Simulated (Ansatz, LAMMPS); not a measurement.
## Liquid Mg at 2000 K (73 atoms): support functions against a reference

Aim: test how closely localised support functions follow the reference on liquid Mg at 2000 K (73 atoms), and at what cost. A setting counts as converged where the r.m.s. difference of forces stays under 1 % of the r.m.s. force.

Method: Kohn-Sham DFT, PBE, PAW (set soft_2), plane waves, in Ansatz 0.2.0.

This is a report of a sequence of runs, with most program output left out.

**1. The structure**

The cell holds 73 atoms: 73 Mg. Its edges and angles: a = 13.601 Å, b = 13.601 Å, c = 13.601 Å, α = 90.0°, β = 90.0°, γ = 90.0°. 73 atoms (73 Mg) placed at random at 1.59 g/cm³, melted at 2000 K for 10 ps at fixed volume with the MEAM Al-Si-Mg-Cu-Fe potential (Jelinek et al., Phys. Rev. B 85, 245102 (2012)). Snapshot at the end of a hold of 10 ps at 2000 K and zero pressure.

Limits known from the start: The starting topology of bonds comes from the classical model, and needn't be the one that DFT or experiment would give.

**2. How the cell was made**

A classical potential makes the cell, at a small fraction of what the same run would cost in DFT.

This step: classical MD, MEAM Al-Si-Mg-Cu-Fe potential (Jelinek et al., Phys. Rev. B 85, 245102 (2012)) (LAMMPS 22 Jul 2025 - Update 4).

in.lmp

```
# melt-quench of Mg73
units metal
atom_style atomic
boundary p p p
region box block 0 12.2852 0 12.2852 0 12.2852
create_box 1 box
mass 1 24.3050   # Mg
create_atoms 1 random 73 134883 NULL overlap 2.12 maxtry 2000
pair_style meam
pair_coeff * * library.meam AlS SiS MgS CuS FeS AlSiMgCuFe.meam MgS
neigh_modify delay 0 every 1 check yes
thermo_style custom step time temp pe press density
thermo_modify norm yes
timestep 0.002
thermo 100
min_style cg
minimize 1e-4 1e-4 200 2000
reset_timestep 0
velocity all create 2000 134884 mom yes dist gaussian
fix lim all nve/limit 0.05
fix lan all langevin 2000 2000 0.2 134885 zero yes
thermo 500
run 1000 post no
unfix lim
unfix lan
thermo 833
fix md all nvt temp 2000 2000 0.2
run 5000 post no
unfix md
compute msd all msd com yes
thermo 1250
fix md all npt temp 2000 2000 0.2 iso 0 0 2
run 5000 post no
print "== T2000: mean square displacement over the hold $(c_msd[4]:%.2f) A^2"
unfix md
uncompute msd
write_dump all custom T2000.dump id type xs ys zs modify sort id
```

Started as:

```sh
$ lmp -in in.lmp -log none -nocite
```

Elapsed: 6.2 s, on 1 thread of Arm Neoverse V1, shared host; peak memory 0.07 GiB.

**3. Plane-wave single point**

The first run fixes the reference, at a cutoff of 420 eV.

input.yaml

```yaml
crystal:
  lattice:
    - [13.60122, 0.0, 0.0]
    - [0.0, 13.60122, 0.0]
    - [0.0, 0.0, 13.60122]
  atoms:
    - { symbol: Mg, position: [0.63529, 0.78239, 0.78993] }
    - { symbol: Mg, position: [0.78798, 0.51907, 0.35705] }
    - { symbol: Mg, position: [0.21005, 0.58058, 0.73408] }
    - { symbol: Mg, position: [0.1253, 0.19223, 0.14957] }
    - { symbol: Mg, position: [0.65691, 0.37173, 0.2935] }
    - { symbol: Mg, position: [0.97676, 0.39225, 0.25959] }
    - { symbol: Mg, position: [0.24834, 0.14575, 0.99499] }
    - { symbol: Mg, position: [0.48848, 0.99522, 0.01686] }
[... 61 atom lines left out ...]
    - { symbol: Mg, position: [0.53761, 0.64892, 0.26001] }
    - { symbol: Mg, position: [0.95001, 0.99402, 0.61398] }
    - { symbol: Mg, position: [0.42169, 0.79471, 0.85254] }
    - { symbol: Mg, position: [0.50236, 0.62457, 0.69106] }
kpoints:
  mp_grid: { grid: [2, 2, 2] }
hamiltonian:
  xc: pbe
scf:
  occupations: { method: fermi_dirac, width: 0.1 }
output:
  forces: true
  stress: true
  populations: true
  dos:
    method: { smearing: { sigma: 0.08 } }
    de: 0.1
    projected: { site_lists: { Mg: [Mg] } }
  eigenvalues: true
  write_density: true
  write_potential: true
  volumetric_format: npy
```

Started as:

```sh
$ ansatz run input.yaml --threads 4 --pin off --max-ram 8192MiB --backend cpu --events-out ev --progress --plain --runs-dir out
```

Elapsed: 7.2 min, on 4 threads of Arm Neoverse V1, shared host; peak memory 7.2 GiB.

The program notes that it cut back its work space to fit the memory limit.

Read from the output:

```
free energy                             : -140400.2276 eV
free energy per atom                    : -1923.2908 eV/atom
SCF cycles                              : 7
pressure                                : -1.328 GPa
r.m.s. force component                  : 0.5741 eV/Å
longest force                           : 2.64 eV/Å
Fermi energy                            : 2.714 eV
levels partly filled by over 2 per cent : 135
spilling of the projection              : 0.04573
```

The r.m.s. force component of 0.57 eV/Å sets the scale for the differences below.

**4. Support functions low**

The cell is solved in localised support functions.

This step: Kohn-Sham DFT, PBE, PAW (set soft_2), localised support functions (low) (Ansatz 0.2.0).

input.yaml, the sections that differ from step 3:

```yaml
scf:
  occupations: { method: fermi_dirac, width: 0.1 }
  eigensolver: { kind: { support_functions: { accuracy: low } } }
  max_iter: 150
output:
  forces: true
  eigenvalues: true
# crystal, kpoints, hamiltonian: as in step 3
```

The job ended after 5.7 min (4 threads; peak memory 3.8 GiB).

The program notes that the band table was not solved further than the SCF left it, the correction for the support functions is uncertain and it switched symmetry off.

Keys that differ from the reference: support_functions.accuracy = "low" and scf.max_iter = 150.

Forces differ from the reference by 0.55 meV/Å r.m.s., 0.095 % of their size, well within a tolerance of 1 %; the energy by -0.34 meV/atom.

**5. Support functions medium, spacing 0.45 Å**

The grid spacing sets how fine a wave the support functions can hold.

This step: Kohn-Sham DFT, PBE, PAW (set soft_2), localised support functions (medium) (Ansatz 0.2.0).

input.yaml, the sections that differ from step 4:

```yaml
scf:
  occupations: { method: fermi_dirac, width: 0.1 }
  eigensolver: { kind: { support_functions: { accuracy: medium, spacing: 0.45 } } }
  max_iter: 150
# crystal, kpoints, hamiltonian, output: as in step 4
```

The job ended after 2.3 min (4 threads; peak memory 2.1 GiB; 7.5 min of CPU time).

The program notes that the forces don't sum to zero within tolerance and the grid leaves an egg-box force.

Forces differ from the reference by 203 meV/Å r.m.s., 35 % of their size, far over a tolerance of 1 %; the energy by +33 meV/atom. The setting is coarser than the default on purpose.

**6. Support functions medium, spacing 0.375 Å**

input.yaml, the sections that differ from step 5:

```yaml
scf:
  occupations: { method: fermi_dirac, width: 0.1 }
  eigensolver: { kind: { support_functions: { accuracy: medium, spacing: 0.375 } } }
  max_iter: 150
# crystal, kpoints, hamiltonian, output: as in step 5
```

Run time: 4.5 min. Hardware: 4 threads; peak memory 2.9 GiB.

Forces differ from the reference by 8.3 meV/Å r.m.s., 1.4 % of their size, over a tolerance of 1 %; the energy by -2.8 meV/atom. The setting is coarser than the default on purpose.

**7. What each setting buys**

Differences are against the plane-wave reference (Kohn-Sham DFT, PBE, PAW (set soft_2), plane waves), whose r.m.s. force component is 0.574 eV/Å. Energies are set beside the reference only for runs with its functional, potentials and electron count. Times are for 4 threads of Arm Neoverse V1, shared host. The reference's time includes the DOS, the stress and grids, which some other runs skip.

```csv
run,"Δ force, r.m.s. (meV/Å)",share of r.m.s. force (%),Δ energy (meV/atom),cycles,time,host memory (GiB)
reference,-,-,-,7,7.2 min,7.2
support functions low,0.547,0.0953,-0.341,11,5.7 min,3.8
"support functions medium, spacing 0.45 Å",203,35.4,33.5,13,2.3 min,2.1
"support functions medium, spacing 0.375 Å",8.30,1.45,-2.79,13,4.5 min,2.9
```

**8. What the reference run shows**

The comparisons rest on this run, so its electronic structure is set out here.

Length of the force by element:

```csv
element,coordination,atoms,mean length of the force (eV/Å),spread,least,most
Mg,all,73,0.853,0.511,0.0907,2.64
```

States in the cell by windows of 1 eV, zero at the Fermi level; the larger projections on atomic orbitals stand beside the total:

```csv
from (eV),to (eV),total,Mg s
-14,-6,0.0,0.0
-6,-5,6.1,6.0
-5,-4,17.1,16.9
-4,-3,23.6,22.8
-3,-2,28.3,25.5
-2,-1,32.6,24.6
-1,0,39.2,17.2
0,1,42.3,10.2
1,2,46.7,6.9
```

The curve was stored every 0.10 eV, coarse against its broadening of 0.08 eV, so these counts are rough.

About 583 of the 730 electrons lie in deeper levels, below the stored range.

The levels nearest the highest filled one (over half full), pooled over k-points and spins:

```csv
level less the highest filled one (eV),occupation
-0.0398,1.2
-0.0395,1.20
-0.0295,1.15
-0.0142,1.07
-0.0014,1.01
0,1.00
0.0092,0.958
0.0172,0.918
0.0218,0.896
0.0224,0.893
0.027,0.87
0.0385,0.814
```

Valence density in the ac plane at fractional y = 0.203, with atoms of Mg within 0.2 Å of it. It is the smooth field of the valence electrons, not physical close to the nuclei.

Ten steps, logarithmic in the rise over the least value, from '0' (0 e/Å³) to '9' (23 e/Å³), each cell a mean:
```
00000000011000001210000000001100000000
00000000000000000000000000014420000000
00000000000000000001110000013310000000
00000000000000000015873000000000000000
00000000000111000016883000000000000000
00001000000121000001220000000000000000
00147730000000000000000000000000010000
00169951000000000000000000000000111000
00024410000000000000000000000000000000
00000000000000000000000000000000000000
00000000000000000000001000000000000000
00000000000000000000001100000000001100
00000000000000000000000000000000037740
00000000110000000000000000000000148861
00000014651000000000000000000000112310
00000015651000000000000000000000011100
00000000110000000000000000000000023310
00000000000000000000000000000000179840
00001100000000000000000000000000157730
00037740000000000000000146410000001000
00158951000000000000000389820000000000
00013310000000001110000156410000000000
00000000000000026872000000000000000000
00000000011000027973000000000000000000
```
Columns run along a (13.6 Å), rows up along c (13.6 Å). Atoms in or near the plane, at fractional coordinates: Mg at (0.13, 0.15), Mg at (0.45, 0.03), Mg at (0.91, 0.25), Mg at (0.92, 0.44), Mg at (0.66, 0.14), Mg at (0.12, 0.69), Mg at (0.54, 0.82).

Electrostatic potential energy in the ac plane at fractional y = 0.203, with atoms of Mg within 0.2 Å of it. With pseudopotentials it is smooth inside the atoms' cores, unlike the true potential.

Ten even steps from '0' (-45 eV) to '9' (6 eV), each cell a mean:
```
99999998777899987668999999987788999999
99999999988999999999999999863368999999
99999999999999999988778999875568999999
99999999999888999873015899988889999999
99999999998767889872004899999999999999
99988889998756789987667899999999888999
99741258999888899999999999999998777899
98710037999999999999999999999998767899
99864478999999999999999999999999888999
99998899999999999999999999999999999999
99999999998889999999987889999999999999
99999999998889999999887789999999987788
99999999999999999999998899999999851137
89999988778999999999999999999999840027
99999873137899999999999999999999876578
99999873026899999999999999889999988889
99999987778999999999999999999999864578
99999999999999989999999999999998610048
99987789999999999999999988899998731258
99851147999999999999998742478999887789
99730027899999999999998400058999999999
99875578999999987778998732478999999999
99999998888999861016899988899999999999
99999998777889860005899999999999999999
```
Columns run along a (13.6 Å; values clipped at the 3rd and 97th percentile), rows up along c (13.6 Å). Atoms in or near the plane, at fractional coordinates: Mg at (0.13, 0.15), Mg at (0.45, 0.03), Mg at (0.91, 0.25), Mg at (0.92, 0.44), Mg at (0.66, 0.14), Mg at (0.12, 0.69), Mg at (0.54, 0.82).

**9. Local order**

Bonds and neighbours are counted at the geometry of the runs.

Density 1.17 g/cm³, 34.47 Å³ an atom.

Pair distribution function in bins of 0.1 Å:

```csv
r (Å),total
2.35,0.00
2.45,0.13
2.55,0.80
2.65,0.53
2.75,0.89
2.85,1.58
2.95,1.64
3.05,1.53
3.15,1.66
3.25,1.92
3.35,1.54
3.45,1.08
3.55,1.61
3.65,1.41
3.75,0.96
3.85,0.76
3.95,1.06
4.05,1.10
4.15,0.92
4.25,0.50
4.35,1.03
4.45,1.10
4.55,1.31
4.65,0.69
4.75,0.83
4.85,0.67
4.95,0.74
5.05,1.09
5.15,0.85
5.25,1.04
5.35,0.79
5.45,0.99
5.55,0.90
5.65,1.15
5.75,0.91
5.85,1.10
5.95,1.17
6.05,0.94
6.15,1.07
6.25,1.04
6.35,1.25
6.45,0.85
6.55,1.16
6.65,0.88
```

Local excerpt of 8 atoms (numbers count through the whole input) about Mg43, which bears the longest force; x, y, z are measured from there.

```csv
atom,x,y,z,distance (Å),Fx,Fy,Fz (eV/Å)
Mg43,0.00,0.00,0.00,0.00,1.41,-1.44,1.71
Mg10,-1.69,1.76,-0.20,2.45,-0.54,1.04,0.42
Mg38,-0.15,0.08,-2.60,2.61,-0.52,-0.31,-1.29
Mg19,1.41,-2.23,-1.29,2.94,0.23,-0.37,0.02
Mg33,-3.01,-0.97,-1.28,3.41,-0.09,0.08,0.17
Mg61,1.99,2.76,0.16,3.41,0.10,0.11,0.44
Mg71,0.43,-2.65,2.31,3.54,1.31,0.19,0.36
Mg22,-0.57,0.96,3.41,3.59,0.01,-0.06,-0.09
```

**10. What came out**

```yaml
free_energy_per_atom: -1923.2908 eV/atom
pressure: -1.328 GPa
r_m_s_force_component: 0.5741 eV/Å
wall_time_of_the_4_dft_runs: 20 min
```

**Reading.** Against plane waves at 420 eV, the forces differ by 0.55 meV/Å (0.095 %) with support functions low. Differences between support functions and plane waves include what basis error the plane-wave run still has.

135 levels are partly filled, by over 2 % (on the run's k-points), as in a metal.

**Limits.** The force components of 0.57 eV/Å r.m.s. hold both thermal displacement and the mismatch between the potential that made the cell and DFT. The pressure of a single frame lacks the kinetic term.

[Logs are printed without paths, hosts, clocks, repeated set-up lines and the standing remarks that a program may print on its own settings, such as how far it seeks lower states.]

[Hosts, paths, dates, database ids (printed as entryN), source tags and the programs' standing remarks are cut or masked in the printed files.]
